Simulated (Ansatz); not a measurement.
## What La3InB (Pm-3m) distorts into

Aim: this structure of La3InB (Pm-3m) is to be tested for unstable modes, and one is followed downhill.

Main program and level: Ansatz 0.2.0; DFT PBEsol, scalar-relativistic, plane waves, PAW; PAW set soft_1.

### 1. The structure

Symmetry: Pm-3m, No. 221, cubic system. The conventional cell has a = 5.247 Å, b = 5.247 Å, c = 5.247 Å, α = 90.00°, β = 90.00°, γ = 90.00°. La has 2 B at 2.62 Å and 8 La at 3.71 Å and 4 In at 3.71 Å nearest. Nearest to In lie 12 La at 3.71 Å. B has 6 La at 2.62 Å nearest. Farther neighbours are not listed.

Structure file:

```cif
data_structure
_symmetry_space_group_name_H-M 'Pm-3m'
_symmetry_Int_Tables_number 221
_cell_length_a 5.2473
_cell_length_b 5.2473
_cell_length_c 5.2473
_cell_angle_alpha 90.000
_cell_angle_beta 90.000
_cell_angle_gamma 90.000
_cell_volume 144.48
loop_
_atom_site_label
_atom_site_type_symbol
_atom_site_symmetry_multiplicity
_atom_site_Wyckoff_symbol
_atom_site_fract_x
_atom_site_fract_y
_atom_site_fract_z
_atom_site_occupancy
La1 La 3 c 0.50000 0.00000 0.50000 1
In1 In 1 a 0.00000 0.00000 0.00000 1
B1 B 1 b 0.50000 0.50000 0.50000 1
```

### 2. Phonons on a q mesh

The cell comes from relaxations at this level that are not shown. Stability and thermal properties need the whole zone. Linear response on a 2×2×2 q mesh gives force constants as far as a supercell of that size would.

File input.yaml:

```yaml
crystal:
  lattice:
    - [5.2472787968, 0.0, 0.0]
    - [0.0, 5.2472787968, 0.0]
    - [0.0, 0.0, 5.2472787968]
  atoms:
    - { symbol: La, position: [0.5, 0.0, 0.5] }
    - { symbol: La, position: [0.5, 0.5, 0.0] }
    - { symbol: La, position: [0.0, 0.5, 0.5] }
    - { symbol: In, position: [0.0, 0.0, 0.0] }
    - { symbol: B, position: [0.5, 0.5, 0.5] }
kpoints:
  mp_grid: { grid: [8, 8, 8] }
hamiltonian:
  xc: pbesol
  pseudopotentials: { kind: paw, azcp: { folder: soft_1 }, xc_functional: pbe }
scf:
  occupations: { method: methfessel_paxton, width: 0.2 }
output:
  eigenvalues: true
phonons:
  method: dfpt
  qmesh: [2, 2, 2]
  temperatures: { t_max: 1000, t_step: 50 }
  qpath:
    path:
      - [[0.0, 0.0, 0.0], [0.0, 0.5, 0.0], [0.5, 0.5, 0.0], [0.0, 0.0, 0.0], [0.5, 0.5, 0.5], [0.0, 0.5, 0.0]]
      - [[0.5, 0.5, 0.5], [0.5, 0.5, 0.0]]
    npoints: 10
```

Launch:

```bash
ansatz run input.yaml --threads 4 --pin off --max-ram 10240MiB --backend cpu --events-out ev --progress --plain --runs-dir out
```

Numbers of over 12 decimals in the logs are rounded to 6 here.

Log:

```text
Engine: ansatz 0.2.0, x86_64-unknown-linux-gnu
Pseudopotentials: kind: paw
Pseudopotential: La, paw, valence charge 11, recommended cutoff 420 eV (normal), soft_1/La.paw.azcp
Pseudopotential: In, paw, valence charge 13, recommended cutoff 420 eV (normal), soft_1/In.paw.azcp
Pseudopotential: B, paw, valence charge 3, recommended cutoff 420 eV (normal), soft_1/B.paw.azcp
Functional definition: PBEsol
  exchange = pbesol_x
  correlation = pbesol_c
Crystal: 5 atoms, lattice volume = 144.478 Å³
Basis set: ecut = 420 eV, 2801 PW (Γ), exchange–correlation on 72×72×72 points (8 copies of the dense FFT grid, shifted against one another)
Bands: 30, of which v1, the nominal top of the filled ones, is band 25 counted from 1 (24 counted from 0)
Symmetry: 48 space group operations
k-points: 35 of 512
Non-local potential: La, projectors of the file, l = 0: 3, l = 1: 2, l = 2: 2, l = 3: 3
Non-local potential: In, projectors of the file, l = 0: 2, l = 1: 2, l = 2: 2, l = 3: 1
Non-local potential: B, projectors of the file, l = 0: 2, l = 1: 2, l = 2: 1
PAW form: soft (Blöchl's): semilocal exchange-correlation on the pseudo side does not see the compensation charge
PAW frozen core: La, regenerated for the run's functional, and the local potential with it (the file was generated under x = pbe(κ = 0.804, μ = 0.219515), c = pbe(β = 0.066725))
PAW frozen core: In, regenerated for the run's functional, and the local potential with it (the file was generated under x = pbe(κ = 0.804, μ = 0.219515), c = pbe(β = 0.066725))
PAW frozen core: B, regenerated for the run's functional, and the local potential with it (the file was generated under x = pbe(κ = 0.804, μ = 0.219515), c = pbe(β = 0.066725))
PAW one-centre angular grid: La, 590 points (default); XC on 64 Gauss nodes
PAW one-centre angular grid: In, 590 points (default); XC on 64 Gauss nodes
PAW one-centre angular grid: B, 110 points (default); XC on 64 Gauss nodes
Initial density: superposition of atomic densities (chi_scale 0.1, normalization cell, long waves kept (reshape's long-wave potential 0.00 eV rms))
Initial wavefunctions: pseudopotential atomic-orbital guess
Functional: x = pbesol(κ = 0.804, μ = 0.123457), c = pbesol(β = 0.046)
SCF iter   1: F=—  HF=-24168.975786 eV  |F-HF|=—  |Δ(HF+E_count)|=         —  Δρ=6.98e-2  dr2=2.87e1  ethr=3.10e-3  ⟨swp⟩=4.9  Hψ=4930  notcnv=0
preconditioner: auto → Kerker (q_TF=auto, 2.278 Å⁻¹)  [metal: Δε(μ)=0.012 eV  Ē_g=10.939 eV  σ=0.200 eV  W_gap=0.05  n_scr=26 (ndim 8)  ℏωp=20.3 eV  f_vac=0.000  D(μ)=7.02/eV (n_scr^D=80)]
SCF iter   2: F=—  HF=-24164.165746 eV  |F-HF|=—  |Δ(HF+E_count)|=    4.81e0  S|Δr|=    0.00e0  Δρ=2.50e-2  dr2=4.17e0  ethr=3.10e-3  ⟨swp⟩=3.9  Hψ=2390  notcnv=0  defer=6
SCF iter   3: F=—  HF=-24163.371480 eV  |F-HF|=—  |Δ(HF+E_count)|=   7.94e-1  S|Δr|=    0.00e0  Δρ=1.06e-2  dr2=4.45e-1  ethr=3.10e-3  ⟨swp⟩=3.0  Hψ=1869  notcnv=0  defer=5
SCF iter   4: F=—  HF=-24163.261885 eV  |F-HF|=—  |Δ(HF+E_count)|=   1.10e-1  S|Δr|=    0.00e0  Δρ=1.84e-3  dr2=9.85e-3  ethr=9.09e-4  ⟨swp⟩=5.2  Hψ=7367  notcnv=0
automatic band count: the SCF goes on with 35 bands, as 30 were too few: they end inside the smearing window of the response
SCF iter   5: F=—  HF=-24163.260317 eV  |F-HF|=—  |Δ(HF+E_count)|=   1.57e-3  S|Δr|=    0.00e0  Δρ=6.25e-4  dr2=9.24e-4  ethr=2.01e-5  ⟨swp⟩=2.0  Hψ=2337  notcnv=0
SCF iter   6: F=—  HF=-24163.260255 eV  |F-HF|=—  |Δ(HF+E_count)|=   6.19e-5  S|Δr|=    0.00e0  Δρ=2.33e-4  dr2=9.81e-5  ethr=1.88e-6  ⟨swp⟩=2.0  Hψ=1475  notcnv=0
SCF iter   7: F=—  HF=-24163.260227 eV  |F-HF|=—  |Δ(HF+E_count)|=   2.82e-5  S|Δr|=    0.00e0  Δρ=6.68e-5  dr2=9.23e-6  ethr=2.00e-7  ⟨swp⟩=2.0  Hψ=1408  notcnv=0
SCF iter   8: F=—  HF=-24163.260223 eV  |F-HF|=—  |Δ(HF+E_count)|=   3.67e-6  S|Δr|=    0.00e0  Δρ=2.50e-5  dr2=3.35e-6  ethr=1.88e-8  ⟨swp⟩=2.0  Hψ=1553  notcnv=0
SCF iter   9: F=—  HF=-24163.260225 eV  |F-HF|=—  |Δ(HF+E_count)|=   1.62e-6  S|Δr|=    0.00e0  Δρ=6.45e-6  dr2=6.88e-8  ethr=6.83e-9  ⟨swp⟩=2.0  Hψ=1295  notcnv=0
SCF iter  10: F=—  HF=-24163.260225 eV  |F-HF|=—  |Δ(HF+E_count)|=   4.53e-9  S|Δr|=    0.00e0  Δρ=1.79e-6  dr2=1.56e-8  ethr=1.40e-10  ⟨swp⟩=2.0  Hψ=1944  notcnv=0
SCF iter  11: F=—  HF=-24163.260225 eV  |F-HF|=—  |Δ(HF+E_count)|=   1.78e-9  S|Δr|=    0.00e0  Δρ=2.31e-7  dr2=1.06e-10  ethr=3.19e-11  ⟨swp⟩=2.0  Hψ=1306  notcnv=0
SCF iter  12: F=-24163.260225 eV  HF=-24163.260225 eV  |F-HF|=3.64e-12  |Δ(HF+E_count)|=  3.64e-12  S|Δr|=    0.00e0  Δρ=6.26e-8  dr2=4.92e-12  ethr=1.00e-12  ⟨swp⟩=16.7  Hψ=8141  notcnv=0
SCF 1 converged in 12 iterations: F = -24163.260225 eV  dr2 = 4.92e-12
  greatest PAW one-centre occupation: 0.980 electrons in one spin orbital (limit 2), on the In atom at site 3 (counted from 0), in its partial waves of l = 2
phonons: the bands overlap, so this run is a metal and interpolates without the dipole-dipole term. If the crystal is really an insulator or semiconductor, its LO-TO splitting is missing
NSCF: frozen V_eff on 35 k-points
NSCF: frozen V_eff on 125 k-points
DFPT response loops at q = (0, 0, 0) (fractional): preconditioner auto → Kerker (q_TF=auto, 2.278 Å⁻¹) (partly filled bands, converged f_vac=0.000); β = 1.00, the filter's whole step (`scf.mixing.beta` (0.50) is not read by the response loops under this deck's `scf.mixing.preconditioner`; to damp them name `kerker` or `kerker_dos`, under which they read `scf.mixing.beta`, and type it under 1.00, their step now; both keys bind the ground state too); Broyden in place of MSR1
NSCF: frozen V_eff on 250 k-points
DFPT response loops at q = (0, 0, -0.5) (fractional): mixed as the last ones told, above
NSCF: frozen V_eff on 250 k-points
DFPT response loops at q = (0, -0.5, -0.5) (fractional): mixed as the last ones told, above
NSCF: frozen V_eff on 250 k-points
DFPT response loops at q = (-0.5, -0.5, -0.5) (fractional): mixed as the last ones told, above
SCF converged after 12 iterations
Stability not checked: this state was not tested for a lower state beside it, because cold or Methfessel-Paxton smearing, or corrected tetrahedra, fill the levels in a way that the test cannot read (fill_not_monotonic; see scf.lower_state_search)
Free energy (F): -24163.260225 eV
Harris-Foulkes:  -24163.260225 eV  (|F-HF|=3.64e-12)
Internal energy: -24163.255790 eV  (E = F + TS)
E sigma→0 (E₀):  -24163.259116 eV
Entropy (-TS):   -0.004435 eV (-0.887 meV/atom)
Fermi energy:    10.105597 eV
--- Per-component energies (eV) ---
  E_band       = -147.162896
  E_kinetic    = 823.425759
  E_local      = -2107.724151  (includes V_loc(G=0)·N_el)
  E_nonlocal   = 603.902491
  E_hartree    = 797.859638
  E_xc         = -599.406350
  E_vxc        = -561.576014  (∫ρ·V_xc dr)
  E_paw        = -20197.967827  (= ΣΔE_a)
  E_vpaw       = -500.910402  (= ΣTr[D̂ρ^β])
  E_aug_tail   = 0.000143  (compensation charges beyond the density's cutoff)
  E_ewald      = -3484.103216
  E_core_change = 0.757723  (= ΣΔE_core)
  E_smearing   = -0.004435  (= −TS)
  E_closure    = -0.000000  (closes the sum)
  Σ components = -24163.260225   (vs F -24163.260225, Δ=0.00e0)
--- Band table (eV; the first three rows and the last of 35) ---
  k-point 0: bands = [... 21 lower, 9.7628, 9.7628, 9.7628, 11.0660, 11.0660, 11.0660, 11.2471, 11.2471, ... 6 higher]
  k-point 1: bands = [... 21 lower, 9.7716, 9.7973, 9.8698, 10.7531, 10.9828, 10.9828, 11.1176, 11.2962, ... 6 higher]
  k-point 2: bands = [... 21 lower, 9.7912, 9.8885, 9.9377, 10.2515, 10.7531, 10.7531, 11.1825, 11.5226, ... 6 higher]
  k-point 34: bands = [... 21 lower, 7.6367, 10.5696, 10.5696, 10.5696, 11.7760, 11.7760, 11.7760, 11.9281, ... 6 higher]
--- Phonons (Γ-DFPT): 4 representative perturbations + reference (Σ response iterations 13) ---
  ASR residual: 4.666e-5 → 0.000e0 eV/Å²; symmetrization residual: 2.239e-6 eV/Å²
  ASR residual per site (eV/Å²): 2.86e-5 2.86e-5 2.86e-5 1.03e-5 4.67e-5
  Γ frequencies (cm⁻¹): -118.01 -118.01 -118.01 -59.91 -59.91 -59.91 0.00 0.00 0.00 66.96 66.96 66.96 161.96 161.96 161.96
--- Phonons (arbitrary-q DFPT): 4 irreducible q on the 2×2×2 mesh ---
  q = [0.0000, 0.0000, 0.0000] (star 1, of the zone-centre solve; hermiticity 6.29e-7, symmetrization 7.35e-12): -118.01 -118.01 -118.01 -59.91 -59.91 -59.91 -0.00 -0.00 0.00 66.96 66.96 66.96 161.96 161.96 161.96
  q = [0.0000, 0.0000, -0.5000] (star 3, 9 solved perturbations in 975 linear systems a pass and spin channel, the states on 125 of 512 k-point pairs; hermiticity 3.34e-7, symmetrization 6.23e-8): -12.61 -12.61 36.81 41.96 41.96 72.80 72.80 73.00 78.09 82.87 82.87 142.90 305.23 305.23 329.73
  q = [0.0000, -0.5000, -0.5000] (star 3, 9 solved perturbations in 975 linear systems a pass and spin channel, the states on 125 of 512 k-point pairs; hermiticity 3.44e-7, symmetrization 3.03e-8): 18.34 53.62 53.62 61.91 61.91 69.83 69.99 69.99 78.86 89.22 130.90 144.85 349.51 361.79 361.79
  q = [-0.5000, -0.5000, -0.5000] (star 1, 4 solved perturbations in 350 linear systems a pass and spin channel, the states on 125 of 512 k-point pairs; hermiticity 4.23e-7, symmetrization 5.82e-9): -3.70 -3.70 -3.70 53.97 53.97 53.97 95.68 95.68 95.68 128.07 128.07 166.23 410.30 410.30 410.30
  sum rule: each row above includes the acoustic sum rule's correction from the zone centre's row sums; it moved no ω² by more than (1.08 cm⁻¹)²
  mesh force constants: q→R imaginary residual 1.96e-18; ASR residual 4.666e-5 → 0.000e0 eV/Å²; symmetrization residual 1.066e-14 eV/Å²
  interpolated dispersion: 62 rows × 15 modes
  density of states and harmonic sums: on the 12×12×12 q-mesh, interpolated from the force constants of a 2×2×2 supercell (no non-analytic term)
  largest difference from the sums on the solved wave vectors: F 3.93e-1 eV, S 5.07e-4 and C_V 1.14e-4 eV/K
  zero-point energy: 0.108801 eV/cell   skipped modes (ω ≤ 0): 101, of them read as no rigid motion or as one in doubt: 98 (9.253e-1 modes/cell left out, lowest -118.01 cm⁻¹)   left out of the sums: 6.18e-2 of the cell's modes: C_V's classical limit lies that fraction below 3 k_B per atom; for a crystal, a wire or a layer, F and S can be off by more, and a phonons.interpolated_qmesh denser along its periods is the remedy for the sampling
```

It took 4.7 min on 4 threads of AMD EPYC 9B14 (Zen 4), shared host; peak memory 2.1 GiB.

Reading the cycles: dr2 is the Hartree energy of the density residual (eV), the measure of convergence; HF is the Harris–Foulkes estimate of the energy, which meets the free energy F at convergence.

This step gave:

```
volume per atom                                         : 28.90 Å³
gap on the k-mesh                                       : 0 eV
sum-rule residual before enforcement                    : 4.67e-5 eV/Å²
lowest frequency on the path                            : -118.0 cm⁻¹
point group                                             : m-3m
highest frequency on the path or at a solved wavevector : 410.3 cm⁻¹
highest optical mode at the zone centre (no LO-TO term) : 162.0 cm⁻¹
lowest optical zone-centre mode                         : -118.0 cm⁻¹
lowest mode on the q mesh (acoustic modes at Γ apart)   : -118.0 cm⁻¹
```

Frequencies (cm⁻¹) solved at each irreducible wavevector; negative means imaginary. Frequencies by wavevector, by row:

| q in reciprocal lattice units | star | mode 1 | mode 2 | mode 3 | mode 4 | mode 13 | mode 14 | mode 15 |
| --- | --- | --- | --- | --- | --- | --- | --- | --- |
| 0 0 0 | 1 | -118 | -118 | -118 | -59.9 | 162 | 162 | 162 |
| 0 0 -0.5 | 3 | -12.6 | -12.6 | 36.8 | 42 | 305.2 | 305.2 | 329.7 |
| 0 -0.5 -0.5 | 3 | 18.3 | 53.6 | 53.6 | 61.9 | 349.5 | 361.8 | 361.8 |
| -0.5 -0.5 -0.5 | 1 | -3.7 | -3.7 | -3.7 | 54 | 410.3 | 410.3 | 410.3 |

Interpolated from a 2×2×2 q mesh. The phonon branches at the labelled points (cm⁻¹):

| point | branch 1 | branch 2 | branch 3 | branch 4 | branch 12 | branch 13 | branch 14 | branch 15 |
| --- | --- | --- | --- | --- | --- | --- | --- | --- |
| Γ | -118 | -118 | -118 | -60 | 67 | 162 | 162 | 162 |
| halfway | -44 | -44 | -33 | 24 | 125 | 230 | 230 | 236 |
| X | -13 | -13 | 37 | 42 | 143 | 305 | 305 | 330 |
| halfway | 22 | 37 | 43 | 48 | 142 | 328 | 333 | 346 |
| M | 18 | 54 | 54 | 62 | 145 | 350 | 362 | 362 |
| halfway | -28 | -12 | 28 | 36 | 125 | 282 | 288 | 289 |
| Γ | -118 | -118 | -118 | -60 | 67 | 162 | 162 | 162 |
| halfway | -26 | 25 | 25 | 60 | 131 | 325 | 325 | 325 |
| R | -4 | -4 | -4 | 54 | 166 | 410 | 410 | 410 |
| halfway | 16 | 23 | 34 | 64 | 145 | 357 | 358 | 367 |
| X | -13 | -13 | 37 | 42 | 143 | 305 | 305 | 330 |
| jump to R | -4 | -4 | -4 | 54 | 166 | 410 | 410 | 410 |
| halfway | 13 | 27 | 27 | 62 | 154 | 380 | 387 | 387 |
| M | 18 | 54 | 54 | 62 | 145 | 350 | 362 | 362 |

Symmetry leaves 4 wavevectors to solve. The lowest mode among them, the acoustic zeros apart, lies at Γ and is imaginary, 118.0i cm⁻¹, so the energy falls along it.

### 3. The mode frozen in, largest atomic shift 0 Å

The mode followed lies at Γ with frequency 118.0i cm⁻¹ and is 3-fold degenerate, the softest among the wavevectors solved. At small amplitude the distorted cell has space group no. 38 by a symmetry search on the positions. The undistorted cell that holds it gives the zero of energy on the same k mesh.

input.yaml, the sections that differ from step 2:

```yaml
output:
  forces: true
  stress: true
  eigenvalues: true
# crystal, kpoints, hamiltonian, scf: as in step 2
# phonons: removed
```

Log:

```text
[...]
Crystal: 5 atoms, lattice volume = 144.478 Å³
Basis set: ecut = 420 eV, 2801 PW (Γ), exchange–correlation on 72×72×72 points (8 copies of the dense FFT grid, shifted against one another)
Bands: 30, of which v1, the nominal top of the filled ones, is band 25 counted from 1 (24 counted from 0)
Symmetry: 48 space group operations
[...]
k-points: 35 of 512
[...]
k-point 0: bands = [... 21 lower, 9.7628, 9.7628, 9.7628, 11.0659, 11.0659, 11.0659, 11.2471, 11.2471, ... 1 higher]
  k-point 1: bands = [... 21 lower, 9.7716, 9.7973, 9.8698, 10.7531, 10.9828, 10.9828, 11.1177, 11.2962, ... 1 higher]
  k-point 2: bands = [... 21 lower, 9.7912, 9.8885, 9.9377, 10.2515, 10.7531, 10.7531, 11.1825, 11.5226, ... 1 higher]
  k-point 34: bands = [... 21 lower, 7.6367, 10.5696, 10.5696, 10.5696, 11.7760, 11.7760, 11.7760, 11.9281, ... 1 higher]
[key lines of the parts left out:]
SCF converged after 10 iterations
Free energy (F): -24163.260225 eV
Fermi energy:    10.105594 eV
P = ⅓ Tr σ = -0.0001 GPa (-0.001 kbar)
```

Run time: 2.1 s. Hardware: 4 threads; peak memory 0.6 GiB.

Numbers from this step:

```
pressure                         : -1.25e-4 GPa
energy from the undistorted cell : 0 meV/atom
```

The run ends at a pressure of 0.00 GPa.

### 4. The mode frozen in, largest atomic shift 0.14 Å

The atoms are moved along the unstable eigenvector, the largest shift by 0.14 Å, with the cell fixed.

input.yaml, the sections that differ from step 3:

```yaml
crystal:
  lattice:
    - [5.2472787968, 0.0, 0.0]
    - [0.0, 5.2472787968, 0.0]
    - [0.0, 0.0, 5.2472787968]
  atoms:
    - { symbol: La, position: [0.5, 0.0019742883, 0.4982888082] }
    - { symbol: La, position: [0.5, 0.4982888082, 0.0019742883] }
    - { symbol: La, position: [0.0, 0.4982888082, 0.4982888082] }
    - { symbol: In, position: [0.0, -2.43226e-05, -2.43226e-05] }
    - { symbol: B, position: [0.5, 0.5188659595, 0.5188659595] }
# kpoints, hamiltonian, scf, output: as in step 3
```

Log:

```text
[...]
Crystal: 5 atoms, lattice volume = 144.478 Å³
Basis set: ecut = 420 eV, 2801 PW (Γ), exchange–correlation on 72×72×72 points (8 copies of the dense FFT grid, shifted against one another)
Bands: 30, of which v1, the nominal top of the filled ones, is band 25 counted from 1 (24 counted from 0)
Symmetry: 4 space group operations
[...]
k-points: 105 of 512 (time reversal used)
[...]
k-point 0: bands = [... 21 lower, 9.7316, 9.7364, 9.7619, 11.0676, 11.1170, 11.1204, 11.2463, 11.2583, ... 1 higher]
  k-point 1: bands = [... 21 lower, 9.6959, 9.7966, 9.8707, 10.7802, 11.0011, 11.0098, 11.1185, 11.3158, ... 1 higher]
  k-point 2: bands = [... 21 lower, 9.7334, 9.8752, 10.0220, 10.2521, 10.7651, 10.7773, 11.1816, 11.5324, ... 1 higher]
  k-point 104: bands = [... 21 lower, 7.7157, 10.5691, 10.5710, 10.5718, 11.7503, 11.7715, 11.7793, 11.9169, ... 1 higher]
[key lines of the parts left out:]
SCF converged after 10 iterations
Free energy (F): -24163.263099 eV
Fermi energy:    10.112423 eV
P = ⅓ Tr σ = -0.0499 GPa (-0.499 kbar)
```

The job ended after 9.2 s (4 threads; peak memory 0.73 GiB; 36 s of CPU time).

This step gave:

```
pressure                         : -0.04992 GPa
energy from the undistorted cell : -0.868 meV/atom
```

The energy, extrapolated to zero smearing, is -0.87 meV/atom against the undistorted cell.

The run ends at a pressure of -0.05 GPa, with forces up to 0.11 eV/Å.

### 5. Energy along the mode, all amplitudes (two of the runs are shown above)

An imaginary frequency means negative curvature, so the energy should fall and then rise again as anharmonic terms take over.

Numbers from this step:

| Property | Result |
| --- | --- |
| depth at the lowest point sampled | 0.868 meV/atom |
| largest atomic shift at that point | 0.14 Å |

The energy from the parent by largest atomic shift:

| largest atomic shift (Å) | energy from the parent (meV/atom) |
| --- | --- |
| 0.000 | 0 |
| 0.040 | -0.15 |
| 0.080 | -0.513 |
| 0.140 | -0.868 |
| 0.220 | 1.05 |
| 0.320 | 10.7 |

Displacement at unit largest shift by atom:

| atom | x (Å) | y (Å) | z (Å) | size |
| --- | --- | --- | --- | --- |
| La1 | 0.000 | 0.074 | -0.064 | 0.098 |
| La2 | 0.000 | -0.064 | 0.074 | 0.098 |
| La3 | 0.000 | -0.064 | -0.064 | 0.091 |
| In4 | 0.000 | -0.001 | -0.001 | 0.001 |
| B5 | 0.000 | 0.707 | 0.707 | 1.000 |

The lowest of the steps tried is at 0.14 Å, 0.868 meV/atom below the parent; the bottom of the well need not coincide with a step.

[end of part 1 of 3]

[Logs are printed without paths, hosts, clocks, repeated set-up lines and the standing remarks that a program may print on its own settings, such as how far it seeks lower states.]

[Hosts, paths, dates, database ids (printed as entryN), source tags and the programs' standing remarks are cut or masked in the printed files.]
